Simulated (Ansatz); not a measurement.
# BePd3C (built on the sites of a database entry of CaPd3C): from the cell to its phonons, part 2 of 2

Wanted: vibrations and spectra of BePd3C (built on the sites of a database entry of CaPd3C); the cell is already relaxed. After the zone centre comes a 4×4×4 q mesh on a 12×12×12 k mesh.

Ansatz 0.2.0; DFT PBEsol, scalar-relativistic, plane waves, PAW.

So far. Step 2 (Linear response at the zone centre): Before it was imposed, the acoustic sum rule was missed by 1.7e-4 eV/Å². Small misses are needed for a sound result but don't prove that mesh and cutoff are converged. The lowest optical mode is imaginary, 107.6i cm⁻¹, so the energy falls along it.

The structure was built from a prototype and need not be the compound's stable phase.

### 3. The dispersion

Stability and thermal properties need the whole zone. Linear response on a 4×4×4 q mesh gives force constants as far as a supercell of that size would.

File input.yaml:

```yaml
crystal:
  lattice:
    - [4.0156977755, 0.0, 0.0]
    - [0.0, 4.0156977755, 0.0]
    - [0.0, 0.0, 4.0156977755]
  atoms:
    - { symbol: Be, position: [0.0, 0.0, 0.0] }
    - { symbol: Pd, position: [0.0, 0.5, 0.5] }
    - { symbol: Pd, position: [0.5, 0.5, 0.0] }
    - { symbol: Pd, position: [0.5, 0.0, 0.5] }
    - { symbol: C, position: [0.5, 0.5, 0.5] }
kpoints:
  mp_grid: { grid: [12, 12, 12] }
hamiltonian:
  xc: pbesol
scf:
  occupations: { method: methfessel_paxton, width: 0.2 }
output:
  eigenvalues: true
phonons:
  method: dfpt
  qmesh: [4, 4, 4]
  temperatures: { t_max: 1000, t_step: 50 }
  qpath:
    path:
      - [[0.0, 0.0, 0.0], [0.0, 0.5, 0.0], [0.5, 0.5, 0.0], [0.0, 0.0, 0.0], [0.5, 0.5, 0.5], [0.0, 0.5, 0.0]]
      - [[0.5, 0.5, 0.5], [0.5, 0.5, 0.0]]
    npoints: 10
```

Run with:

```console
$ ansatz run input.yaml --threads 4 --pin off --max-ram 14336MiB --backend cpu --events-out ev --progress --plain --runs-dir out
```

Numbers of over 12 decimals in the logs are rounded to 6 here.

What it wrote:

```text
[...]
Crystal: 5 atoms, lattice volume = 64.756 Å³
Basis set: ecut = 420 eV, 1309 PW (Γ), exchange–correlation on 54×54×54 points (8 copies of the dense FFT grid, shifted against one another)
Bands: 36, of which v1, the nominal top of the filled ones, is band 30 counted from 1 (29 counted from 0)
Symmetry: 48 space group operations
k-points: 84 of 1728
[...]
SCF iter   1: F=—  HF=-21055.866252 eV  |F-HF|=—  |Δ(HF+E_count)|=         —  Δρ=7.82e-3  dr2=3.25e-2  ethr=1.77e-3  ⟨swp⟩=5.2  Hψ=11975  notcnv=0
[...]
SCF iter   9: F=-21055.856371 eV  HF=-21055.856371 eV  |F-HF|=0.00e0  |Δ(HF+E_count)|=  1.09e-11  S|Δr|=    0.00e0  Δρ=6.31e-8  dr2=4.12e-12  ethr=1.00e-12  ⟨swp⟩=7.7  Hψ=14064  notcnv=0
SCF 1 converged in 9 iterations: F = -21055.856371 eV  dr2 = 4.12e-12
[...]
iter 1 solved again at ethr=2.50e-7 eV; its pass at ethr=3.10e-3 eV (dr2=1.50e-4 eV) is discarded
SCF iter   1: F=—  HF=-21055.856371 eV  |F-HF|=—  |Δ(HF+E_count)|=         —  Δρ=7.35e-7  dr2=3.33e-10  ethr=2.50e-7  ⟨swp⟩=2.9  Hψ=18858  notcnv=0
eigensolver tolerance schedule: the retry pair's looser diagonalisation over-reported the residual by 451979.07 of it (diagonalisation noise at an unbounded share of the residual, at the tolerance the schedule requests for it); recorded, not acted on — ethr = c·dr2/N_el stays at c = 1.0e-1
[...]
SCF iter   2: F=—  HF=-21055.856371 eV  |F-HF|=—  |Δ(HF+E_count)|=   7.47e-7  S|Δr|=    0.00e0  Δρ=3.56e-7  dr2=6.89e-11  ethr=1.00e-12  ⟨swp⟩=3.5  Hψ=7553  notcnv=0
[...]
SCF iter   4: F=-21055.856371 eV  HF=-21055.856371 eV  |F-HF|=0.00e0  |Δ(HF+E_count)|=  7.28e-12  S|Δr|=    0.00e0  Δρ=5.80e-8  dr2=2.05e-12  ethr=1.00e-12  ⟨swp⟩=2.0  Hψ=6663  notcnv=0
SCF 2 converged in 4 iterations: F = -21055.856371 eV  dr2 = 2.05e-12
phonons: the bands overlap, so this run is a metal and interpolates without the dipole-dipole term. If the crystal is really an insulator or semiconductor, its LO-TO splitting is missing
NSCF: frozen V_eff on 84 k-points
WARN: eigensolver did not converge (k=81): 1 band(s) unlocked after 20 sweeps at ethr=1.39e-12 eV (storage-precision floor; scheduled 1.00e-12 eV) (lowest unlocked band 35, counted from 0; max residual 2.32e-6 eV among the unlocked bands, 2.32e-6 eV over every band; other slots of this pass that fall short are told together in one closing line; warning suppressed until the next SCF loop or pass starts)
[...]
DFPT response loops at q = (0, 0, 0) (fractional): preconditioner auto → Kerker (q_TF=auto, 2.694 Å⁻¹) (partly filled bands, converged f_vac=0.000); β = 1.00, the filter's whole step (`scf.mixing.beta` (0.50) is not read by the response loops under this deck's `scf.mixing.preconditioner`; to damp them name `kerker` or `kerker_dos`, under which they read `scf.mixing.beta`, and type it under 1.00, their step now; both keys bind the ground state too); Broyden in place of MSR1
[...]
SCF converged after 9 iterations
[...]
Free energy (F): -21055.856371 eV
[...]
Internal energy: -21055.848899 eV  (E = F + TS)
E sigma→0 (E₀):  -21055.854503 eV
Entropy (-TS):   -0.007471 eV (-1.494 meV/atom)
Fermi energy:    15.938268 eV
[...]
--- Band table (eV; the first three rows and the last of 84) ---
  k-point 0: bands = [... 26 lower, 13.4153, 14.8210, 14.8210, 14.8210, 14.9244, 18.3445, 18.3445, 18.3445, ... 2 higher]
  k-point 1: bands = [... 26 lower, 13.6564, 14.8211, 14.8805, 14.9170, 14.9170, 18.2711, 18.4371, 18.4371, ... 2 higher]
  k-point 2: bands = [... 26 lower, 13.8977, 14.7519, 14.8214, 15.1681, 15.1681, 18.2479, 18.6997, 18.6997, ... 2 higher]
  k-point 83: bands = [... 26 lower, 14.6766, 14.6766, 14.7172, 14.7172, 14.7172, 18.1944, 18.1944, 18.1944, ... 2 higher]
--- Phonons (Γ-DFPT): 4 representative perturbations + reference (Σ response iterations 13) ---
  ASR residual: 1.725e-4 → 0.000e0 eV/Å²; symmetrization residual: 4.696e-6 eV/Å²
  ASR residual per site (eV/Å²): 1.73e-4 3.66e-5 3.66e-5 3.66e-5 6.25e-8
[...]
--- Phonons (arbitrary-q DFPT): 10 irreducible q on the 4×4×4 mesh ---
  q = [0.0000, 0.0000, 0.0000] (star 1, of the zone-centre solve; hermiticity 4.52e-7, symmetrization 5.59e-13): -107.58 -107.58 -107.58 -0.00 -0.00 -0.00 75.35 75.35 75.35 143.54 143.54 143.54 492.34 492.34 492.34
  q = [0.0000, 0.0000, 0.2500] (star 6, 9 solved perturbations in 4536 linear systems a pass and spin channel, the states on 588 of 1728 k-point pairs; hermiticity 4.52e-7, symmetrization 4.88e-13): -103.84 -103.84 -69.06 -66.02 33.15 33.15 52.37 52.37 96.26 142.61 142.61 208.44 486.02 486.02 601.74
[...]
q = [0.0000, 0.2500, -0.5000] (star 12, 15 solved perturbations on 588 of 1728 k-point pairs; hermiticity 3.59e-7, symmetrization 1.69e-11): -120.39 -111.68 -106.42 -57.61 -48.84 -47.54 93.14 94.00 124.83 139.13 192.35 256.49 487.18 619.85 700.25
[...]
sum rule: each row above includes the acoustic sum rule's correction from the zone centre's row sums; it moved no ω² by more than (2.28 cm⁻¹)²
  mesh force constants: q→R imaginary residual 2.69e-19; ASR residual 1.725e-4 → 0.000e0 eV/Å²; symmetrization residual 3.197e-14 eV/Å²
  interpolated dispersion: 62 rows × 15 modes
  density of states and harmonic sums: on the 16×16×16 q-mesh, interpolated from the force constants of a 4×4×4 supercell (no non-analytic term)
  largest difference from the sums on the solved wave vectors: F 3.91e-2 eV, S 4.80e-5 and C_V 8.83e-6 eV/K
  zero-point energy: 0.169626 eV/cell   skipped modes (ω ≤ 0): 856, of them read as no rigid motion or as one in doubt: 853 (5.256e0 modes/cell left out, lowest -131.57 cm⁻¹)   left out of the sums: 3.50e-1 of the cell's modes: C_V's classical limit lies that fraction below 3 k_B per atom; for a crystal, a wire or a layer, F and S can be off by more, and a phonons.interpolated_qmesh denser along its periods is the remedy for the sampling
```

The job ended after 61 min (4 threads of Arm Neoverse V1, shared host; peak memory 7.7 GiB).

Numbers from this step:

```yaml
lowest_frequency_on_the_path: -131.8 cm⁻¹
highest_frequency_on_the_path_or_at_a_solved_wavevector: 709.7 cm⁻¹
lowest_mode_on_the_q_mesh_acoustic_modes_at_gamma_apart: -127.9 cm⁻¹
```

Frequencies (cm⁻¹) solved at each irreducible wavevector; negative means imaginary. Frequencies by wavevector, by row:

```
q in reciprocal lattice units  star  mode 1  mode 2  mode 3  mode 4  mode 13  mode 14  mode 15
                        0 0 0     1  -107.6  -107.6  -107.6       0    492.3    492.3    492.3
                     0 0 0.25     6  -103.8  -103.8   -69.1     -66      486      486    601.7
                     0 0 -0.5     3  -127.9  -127.9   -95.9    23.9    495.6    495.6      692
                  0 0.25 0.25    12     -95     -92   -88.3   -85.6    491.6    597.2    621.5
                  0 0.25 -0.5    12  -120.4  -111.7  -106.4   -57.6    487.2    619.9    700.2
                  0 -0.5 -0.5     3  -102.1   -94.3   -94.3   -90.2    482.9    707.4    707.4
               0.25 0.25 0.25     8  -111.1  -111.1   -88.6   -60.3    600.5    623.1    623.1
               0.25 0.25 -0.5    12  -124.5  -110.5   -91.8   -77.1    611.7    625.2    703.5
               0.25 -0.5 -0.5     6    -105    -105   -98.1   -95.3      620    708.5    708.5
               -0.5 -0.5 -0.5     1  -107.1  -107.1  -107.1  -102.8    709.7    709.7    709.7
```

Interpolated from a 4×4×4 q mesh. Phonon branches along the path, in cm⁻¹:

```
    point  branch 1  branch 2  branch 3  branch 4  branch 12  branch 13  branch 14  branch 15
        Γ      -108      -108      -108         0        144        492        492        492
  halfway      -104      -104       -69       -66        208        486        486        602
        X      -128      -128       -96        24        238        496        496        692
  halfway      -120      -112      -106       -58        256        487        620        700
        M      -102       -94       -94       -90        280        483        707        707
  halfway       -95       -92       -88       -86        228        492        597        622
        Γ      -108      -108      -108         0        144        492        492        492
  halfway      -111      -111       -89       -60        250        600        623        623
        R      -107      -107      -107      -103        318        710        710        710
  halfway      -124      -110       -92       -77        275        612        625        704
        X      -128      -128       -96        24        238        496        496        692
jump to R      -107      -107      -107      -103        318        710        710        710
  halfway      -105      -105       -98       -95        298        620        708        708
        M      -102       -94       -94       -90        280        483        707        707
```

Tetrahedra on a 16×16×16 mesh, mean over bins of 10 cm-1. Interpolated from a 4×4×4 q mesh. Table of phonon density of states by wavenumber; read off at these points:

```
wavenumber (cm⁻¹)  phonon density of states (1/cm⁻¹/cell)
             -135                                  7.5e-4
             -115                                  0.0508
             -105                                   0.121
              -85                                  0.0573
              -65                                  0.0345
              -45                                  0.0210
              -25                                  0.0105
                5                                  0.0089
               25                                  0.0174
               45                                  0.0166
               75                                  0.0273
               95                                  0.0327
              115                                  0.0492
              125                                  0.0664
              145                                  0.0338
              165                                  0.0238
              185                                  0.0368
              195                                  0.0618
              205                                 0.00304
              235                                  0.0109
              255                                  0.0127
              275                                  0.0128
              305                                 0.00315
              325                                       0
              345                                       0
              375                                       0
              395                                       0
              415                                       0
              435                                       0
              465                                       0
              485                                 0.00563
              495                                  0.0303
              505                                  0.0151
              535                                 0.00989
              555                                 0.00867
              575                                 0.00921
              605                                 0.00847
              625                                 0.00963
              645                                 0.00994
              665                                  0.0127
              695                                  0.0276
              715                                  1.8e-4
```

The partial phonon density of states has structure finer than the step of the table below, so its rows give means over 50 cm⁻¹, whole bins alone (the curve runs from -141 to 740 cm⁻¹). Peaks (cm⁻¹: height): Be -102.3: 0.0245, 119.2: 0.0421; C 146.9: 0.00359, 501.4: 0.0219, 534.6: 0.0192, 579.0: 0.0170, 628.8: 0.0171, 667.6: 0.0181, 695.3: 0.0290; Pd -102.3: 0.0822, 36.2: 0.0218, 191.2: 0.0474.

Phonopy on the run's constants, 15x15x15 mesh, Gaussian sigma 6.3 cm-1. Interpolated from a 4×4×4 q mesh. The partial phonon density of states by wavenumber; means over each step; values in 1/cm⁻¹/cell:

```
wavenumber (cm⁻¹)       Be        C       Pd
             -100   0.0152   1.1e-4   0.0571
              -50  0.00303   4.0e-5   0.0230
                0   3.7e-4   3.5e-5  0.00814
               50  0.00515   1.8e-4   0.0161
              100   0.0274   2.0e-4   0.0115
              150  0.00687  0.00209   0.0190
              200   9.1e-4   7.2e-4   0.0229
              250   3.9e-5   2.5e-4   0.0114
              300   9.5e-6   5.4e-5  0.00477
              350        0        0   1.4e-5
              400        0        0        0
              450        0   1.1e-4   2.1e-5
              500   8.9e-6   0.0110  0.00186
              550   1.6e-5  0.00847   8.6e-4
              600   2.5e-5  0.00881   4.7e-4
              650   3.8e-5   0.0116   2.7e-4
              700   5.2e-5   0.0163   7.2e-5
```

Symmetry leaves 10 wavevectors to solve. The lowest mode among them, the acoustic zeros apart, lies at q = (0, 0, -0.5) and is imaginary, 127.9i cm⁻¹, so the energy falls along it. Between them the interpolated path dips to 132i cm⁻¹.

### 4. Isotope substitution, element C, natural mass 12.011 amu

An isotope changes the mass and not the force constants, so no new electronic calculation is needed; the shifts show which modes move this element.

The same force constants with the mass of C changed from 12.011 to 13.003 u (phonopy, no LO-TO term). Both lists are sorted by frequency; levels can cross, so a row need not hold one and the same mode. Modes under 3 cm⁻¹ are left out. Isotope shifts, by row, the first 40 of 57 rows:

```
       q  rank  natural mass (cm⁻¹)  changed mass (cm⁻¹)
   0 0 0     1               -107.6               -107.5
   0 0 0     2               -107.6               -107.5
   0 0 0     3               -107.6               -107.5
   0 0 0     7                75.35                75.35
   0 0 0     8                75.35                75.35
   0 0 0     9                75.35                75.35
   0 0 0    10                143.5                142.8
   0 0 0    11                143.5                142.8
   0 0 0    12                143.5                142.8
   0 0 0    13                492.3                476.9
   0 0 0    14                492.3                476.9
   0 0 0    15                492.3                476.9
0 0 0.25     1               -103.8               -103.8
0 0 0.25     2               -103.8               -103.8
0 0 0.25     3               -69.06               -69.05
0 0 0.25     4               -66.02               -66.02
0 0 0.25     5                33.15                 33.1
0 0 0.25     6                33.15                 33.1
0 0 0.25     7                52.37                52.37
0 0 0.25     8                52.37                52.37
0 0 0.25     9                96.26                96.25
0 0 0.25    10                142.6                141.8
0 0 0.25    11                142.6                141.8
0 0 0.25    12                208.4                208.1
0 0 0.25    13                  486                470.6
0 0 0.25    14                  486                470.6
0 0 0.25    15                601.7                579.5
0 0 -0.5     1               -127.9               -127.9
0 0 -0.5     2               -127.9               -127.9
0 0 -0.5     3               -95.93               -95.93
0 0 -0.5     4                23.87                23.87
0 0 -0.5     5                43.25                43.22
0 0 -0.5     6                43.25                43.22
0 0 -0.5     7                73.87                73.87
0 0 -0.5     8                73.87                73.87
0 0 -0.5     9                  146                145.2
0 0 -0.5    10                  146                145.2
0 0 -0.5    11                  158                  158
0 0 -0.5    12                238.5                238.5
0 0 -0.5    13                495.6                479.2
```

A mode of this element alone would shift by -3.89 %. The highest zone-centre frequency without the field goes from 492.3 to 476.9 cm⁻¹ (-3.1 %).

### 5. Another isotope, element Pd, natural mass 106.42 amu

The same for Pd, from 106.42 to 109.91 u.

The same force constants with the mass of Pd changed from 106.420 to 109.905 u (phonopy, no LO-TO term). Both lists are sorted by frequency; levels can cross, so a row need not hold one and the same mode. Modes under 3 cm⁻¹ are left out. Isotope shifts, by row, the first 40 of 57 rows:

```
       q  rank  natural mass (cm⁻¹)  changed mass (cm⁻¹)
   0 0 0     1               -107.6               -107.3
   0 0 0     2               -107.6               -107.3
   0 0 0     3               -107.6               -107.3
   0 0 0     7                75.35                74.15
   0 0 0     8                75.35                74.15
   0 0 0     9                75.35                74.15
   0 0 0    10                143.5                141.8
   0 0 0    11                143.5                141.8
   0 0 0    12                143.5                141.8
   0 0 0    13                492.3                490.9
   0 0 0    14                492.3                490.9
   0 0 0    15                492.3                490.9
0 0 0.25     1               -103.8               -103.1
0 0 0.25     2               -103.8               -103.1
0 0 0.25     3               -69.06               -68.38
0 0 0.25     4               -66.02               -64.96
0 0 0.25     5                33.15                32.76
0 0 0.25     6                33.15                32.76
0 0 0.25     7                52.37                51.61
0 0 0.25     8                52.37                51.61
0 0 0.25     9                96.26                95.63
0 0 0.25    10                142.6                140.9
0 0 0.25    11                142.6                140.9
0 0 0.25    12                208.4                205.3
0 0 0.25    13                  486                484.6
0 0 0.25    14                  486                484.6
0 0 0.25    15                601.7                601.3
0 0 -0.5     1               -127.9               -126.3
0 0 -0.5     2               -127.9               -126.3
0 0 -0.5     3               -95.93                -94.4
0 0 -0.5     4                23.87                23.49
0 0 -0.5     5                43.25                42.56
0 0 -0.5     6                43.25                42.56
0 0 -0.5     7                73.87                73.64
0 0 -0.5     8                73.87                73.64
0 0 -0.5     9                  146                  144
0 0 -0.5    10                  146                  144
0 0 -0.5    11                  158                  158
0 0 -0.5    12                238.5                234.7
0 0 -0.5    13                495.6                494.4
```

A mode of this element alone would shift by -1.60 %. The highest zone-centre frequency without the field goes from 492.3 to 490.9 cm⁻¹ (-0.3 %).

### 6. Summary of results

```
space group (within 0.01 Å)                             : Pm-3m
volume per atom                                         : 13.0 Å³
electronic character                                    : no gap on this mesh
highest optical mode at the zone centre (no LO-TO term) : 492 cm⁻¹
lowest optical zone-centre mode                         : -108 cm⁻¹
lowest mode on the q mesh (acoustic modes at Γ apart)   : -128 cm⁻¹
highest frequency on the path or at a solved wavevector : 710 cm⁻¹
imaginary modes on the 4×4×4 q mesh                     : yes
```

In words: Modes are clearly imaginary (beyond 10i cm⁻¹) at 10 of the 10 irreducible wavevectors, most at q = (0, 0, -0.5) (127.9i cm⁻¹), so this structure is not a minimum of the energy. The optical modes at Γ span -108 to 492 cm⁻¹ (negative means imaginary). The highest mode in this list at Γ, 492.3 cm⁻¹, is mostly motion of C (81 % of the kinetic energy). With no gap, or one that is small against the smearing, the frequencies hang on the k mesh and the smearing, most of all near Kohn anomalies. A phonon run warned that its eigensolver left some bands unconverged in a pass. The starting cell was built on a prototype and not taken from a measurement, so the phase need not exist. These are harmonic frequencies at zero temperature: anharmonic shifts, linewidths and thermal expansion are left out.

[Logs are printed without paths, hosts, clocks, repeated set-up lines and the standing remarks that a program may print on its own settings, such as how far it seeks lower states.]

[Hosts, paths, dates, database ids (printed as entryN), source tags and the programs' standing remarks are cut or masked in the printed files.]
